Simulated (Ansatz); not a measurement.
# Relaxing VOF3 (P2_1/c) (120 atoms), part 3 of 3

Wanted: the relaxed structure of VOF3 (P2_1/c) (120 atoms) and its electronic structure.

Ansatz 0.2.0; Kohn-Sham DFT, PBEsol, PAW (set soft_2), plane waves.

The cell: 24 V, 24 O and 72 F. The Brillouin zone is sampled at Γ only, in a cell whose shortest periodic width is 9 Å.

So far. Step 3 (Relaxation): The relaxation changed the energy by -15.3 meV/atom, and atoms moved by 0.072 Å r.m.s., 0.13 Å at most.

### Step 5. Single point at the relaxed geometry (continued)

ELF in the bc plane at fractional x = 0.164, with atoms of V and F within 0.2 Å of it. It is the smooth field of the valence electrons, not physical close to the nuclei.

Values, 13 rows by 16 columns, each cell a mean:
```
0.15 0.14 0.43 0.73 0.49 0.07 0.18 0.19 0.73 0.71 0.07 0.19 0.10 0.65 0.74 0.23
0.16 0.25 0.22 0.63 0.23 0.08 0.30 0.11 0.58 0.41 0.03 0.26 0.15 0.42 0.56 0.08
0.44 0.68 0.10 0.04 0.02 0.22 0.73 0.27 0.03 0.02 0.07 0.64 0.50 0.03 0.04 0.02
0.27 0.32 0.04 0.07 0.05 0.19 0.35 0.12 0.05 0.06 0.11 0.33 0.23 0.03 0.07 0.06
0.72 0.36 0.26 0.03 0.06 0.64 0.48 0.36 0.04 0.04 0.43 0.65 0.33 0.13 0.03 0.20
0.53 0.55 0.60 0.05 0.27 0.46 0.47 0.74 0.13 0.21 0.36 0.48 0.70 0.36 0.12 0.29
0.26 0.42 0.36 0.26 0.75 0.48 0.26 0.49 0.11 0.71 0.65 0.17 0.53 0.19 0.52 0.73
0.29 0.06 0.03 0.26 0.76 0.54 0.05 0.05 0.08 0.70 0.72 0.09 0.06 0.02 0.51 0.77
0.11 0.58 0.29 0.03 0.23 0.12 0.44 0.50 0.03 0.16 0.20 0.24 0.60 0.12 0.08 0.26
0.12 0.61 0.26 0.03 0.05 0.03 0.50 0.45 0.04 0.04 0.03 0.30 0.58 0.11 0.03 0.04
0.10 0.24 0.50 0.09 0.06 0.05 0.16 0.50 0.22 0.05 0.04 0.14 0.37 0.38 0.05 0.05
0.57 0.50 0.70 0.14 0.02 0.35 0.53 0.68 0.34 0.04 0.15 0.63 0.55 0.56 0.06 0.03
0.64 0.50 0.30 0.60 0.25 0.40 0.66 0.25 0.51 0.46 0.19 0.73 0.33 0.40 0.60 0.11
```
Columns run along b (15.0 Å), rows up along c (9.3 Å). Atoms in or near the plane, at fractional coordinates: V at (0.14, 0.12), V at (0.03, 0.62), F at (0.21, 0.95), F at (0.29, 0.45), V at (0.47, 0.12), V at (0.36, 0.62), F at (0.55, 0.95), F at (0.62, 0.45), V at (0.81, 0.12), V at (0.69, 0.62), F at (0.88, 0.95), F at (0.96, 0.45).

Mean intrinsic-atomic-orbital charges: F -0.41, O -0.26, V +1.49 e.

Local excerpt of 14 atoms (numbers count through the whole input) about F14, whose charge lies farthest from its element's mean; x, y, z are measured from there.

```
atom      x      y      z  distance (Å)  bonds  intrinsic-atomic-orbital charge (e)
 F14   0.00   0.00   0.00          0.00      1                                -0.34
  V2   1.31  -0.96  -0.56          1.72      6                                 1.49
  O6   0.62  -2.22  -1.16          2.58      1                                -0.26
 F10   1.46   0.14  -2.13          2.58      2                                -0.46
 F17   2.50   0.94   0.28          2.68      2                                -0.43
 F18   1.96  -1.57   0.98          2.69      2                                -0.43
 O65  -1.72   0.29   2.41          2.98      1                                -0.26
 O68  -1.60   1.13  -2.26          2.99      1                                -0.26
 F73  -1.10  -2.50   1.26          3.01      1                                -0.34
 F72  -2.45  -1.22  -1.28          3.02      2                                -0.46
 F93  -1.11   2.51   1.26          3.02      1                                -0.34
 O26   0.60   2.80  -1.15          3.08      1                                -0.26
 F11   1.34   1.28   2.54          3.15      2                                -0.46
 F77  -3.06   0.95   0.28          3.22      2                                -0.43
```

The column of bonds counts only the pairs F-V within 2.46 Å, O-V within 2.56 Å; other neighbours, such as metal atoms beside each other in a compound, aren't counted, and periodic images can show an atom twice.

### Step 6. A changed input

A doubtful change is made on purpose, to see how the program answers.

Contents of input.yaml:

```yaml
crystal:
  lattice:
    - [11.138, 0.0, 0.0]
    - [0.0, 15.021, 0.0]
    - [-0.21518, 0.0, 9.33852]
  atoms:
    [... the 120 atom lines of step 2 ...]
kpoints:
  mp_grid: { grid: [1, 1, 1] }
hamiltonian:
  xc: pbesol
scf:
  occupations: { method: fixed }
  max_iter: 5
output:
  forces: true
```

Launch:

```console
$ ansatz run input.yaml --threads 4 --pin off --max-ram 8192MiB --backend cpu --events-out ev --progress --plain --runs-dir out
```

Numbers of over 12 decimals in the logs are rounded to 6 here.

Log:

```text
Engine: ansatz 0.2.0, aarch64-unknown-linux-gnu
Pseudopotentials: kind: paw
Pseudopotential: V, paw, valence charge 13, recommended cutoff 420 eV (normal), V.paw.azcp
Pseudopotential: O, paw, valence charge 6, recommended cutoff 420 eV (normal), O.paw.azcp
Pseudopotential: F, paw, valence charge 7, recommended cutoff 420 eV (normal), F.paw.azcp
[... 3 lines on functional and potentials left out ...]
Crystal: 120 atoms, lattice volume = 1562.371 Å³
Basis set: ecut = 420 eV, 30549 PW (Γ), exchange–correlation on 150×216×128 points (8 copies of the dense FFT grid, shifted against one another)
Bands: 600, of which v1, the nominal top of the filled ones, is band 480 counted from 1 (479 counted from 0)
Symmetry: 1 space group operations
Space group: P1 (ITA 1), of the structure as read, at distance tolerance 1.2e-4 Å
k-points: 1
[... 10 lines on functional and potentials left out ...]
Initial density: superposition of atomic densities (neutral atoms: chi_scale 0, normalization atom), corrected by the library's trained network
Initial wavefunctions: pseudopotential atomic-orbital guess
Functional: x = pbesol(κ = 0.804, μ = 0.123457), c = pbesol(β = 0.046)
SCF iter   1: F=—  HF=-140394.772367 eV  |F-HF|=—  |Δ(HF+E_count)|=         —  Δρ=2.06e-2  dr2=5.88e0  ethr=1.77e-3  ⟨swp⟩=4.0  Hψ=1731  notcnv=0  defer=107
preconditioner: auto → Resta (q_TF=auto, 2.516 Å⁻¹)  ε∞=6.2  [insulator: Δε(μ)=2.900 eV  Ē_g=11.403 eV  n_scr=430 (ndim 8)  ℏωp=26.0 eV  f_vac=0.209  ε∞_Penn≈6.2]
SCF iter   2: F=—  HF=-140394.606920 eV  |F-HF|=—  |Δ(HF+E_count)|=   1.65e-1  Δρ=1.98e-2  dr2=6.55e0  ethr=6.13e-4  ⟨swp⟩=2.0  Hψ=940  notcnv=0  defer=107
SCF iter   3: F=—  HF=-140393.853907 eV  |F-HF|=—  |Δ(HF+E_count)|=   7.53e-1  Δρ=3.98e-3  dr2=2.01e-1  ethr=6.13e-4  ⟨swp⟩=2.0  Hψ=1399  notcnv=0
SCF iter   4: F=—  HF=-140393.832456 eV  |F-HF|=—  |Δ(HF+E_count)|=   2.15e-2  Δρ=1.71e-3  dr2=3.91e-2  ethr=2.09e-5  ⟨swp⟩=1.0  Hψ=1402  notcnv=0
SCF iter   5: F=—  HF=-140393.834147 eV  |F-HF|=—  |Δ(HF+E_count)|=   1.69e-3  Δρ=1.22e-3  dr2=2.73e-2  ethr=4.07e-6  ⟨swp⟩=1.0  Hψ=1580  notcnv=0
Error: did not converge after 5 iterations: dr2 = 2.73e-2 (threshold 1.00e-6), under the density mixer `msr1`, which `scf.mixing.algorithm: auto` chose by the deck's other keys (type `scf.mixing.algorithm: msr1` to keep it); at k-index 0, counted from 0 in this SCF's own list of k-points, [...]
```

It took 17 s on 4 threads of Arm Neoverse V2, shared host; peak memory 2.3 GiB.

Residual by cycle:

cycle, log10 residual and a bar from the least value:
```
        1        0.8 #############################
        2        0.8 ##############################
        3       -0.7 ###########
        4       -1.4 ##
        5       -1.6
```

No converged result was reached; the numbers in the log don't describe the system.

After 5 cycles the residual stands at 0.027. The cap of 5 cycles in the input ended the loop.

The program's message: “Error: did not converge after 5 iterations: dr2 = 2.73e-2 (threshold 1.00e-6), under the density mixer `msr1`, which `scf.mixing.algorithm: auto` chose by the deck's other keys (type `scf.mixing.algor …”

The fault in the input: too few SCF iterations (scf.max_iter = 5). The fix is to allow more cycles.

### Step 7. What came out

| Item | Value |
| --- | --- |
| energy change in the relaxation | -15.33 meV/atom |
| r.m.s. displacement | 0.072 Å |
| largest displacement | 0.131 Å |
| free energy per atom | -1169.9639 eV/atom |
| density | 3.161 g/cm³ |
| pressure | 1.303 GPa |
| r.m.s. force component | 0.00526 eV/Å |
| gap (highest filled to lowest empty level) | 3.44 eV |
| wall time of the 4 DFT runs | 3.7 min |

In words: Relaxation lowers the energy by 15.3 meV/atom and moves atoms by 0.072 Å r.m.s.; the r.m.s. force component goes from 0.72 to 0.0053 eV/Å, the pressure goes from 2.1 to 1.3 GPa, and the gap from 3.01 to 3.44 eV. By the final cutoffs no bond was broken or made. From the first step to the last the energy fell by 1.839 eV, and the largest move was 0.13 Å (F59). The F-V bonds change most in mean length: from 1.936 Å (spread 0.202) to 1.957 Å (spread 0.240). With the cutoffs above, 67 % of F atoms have 2, all O atoms have 1 and all V atoms have 6 bonded neighbours. The highest filled and lowest empty levels differ by 3.44 eV at Γ alone; the mesh holds the band edges only if they fold onto it, so the gap at this level can be narrower or closed, while semilocal functionals tend to narrow gaps against experiment.

[Logs are printed without paths, hosts, clocks, repeated set-up lines and the standing remarks that a program may print on its own settings, such as how far it seeks lower states.]

[Hosts, paths, dates, database ids (printed as entryN), source tags and the programs' standing remarks are cut or masked in the printed files.]
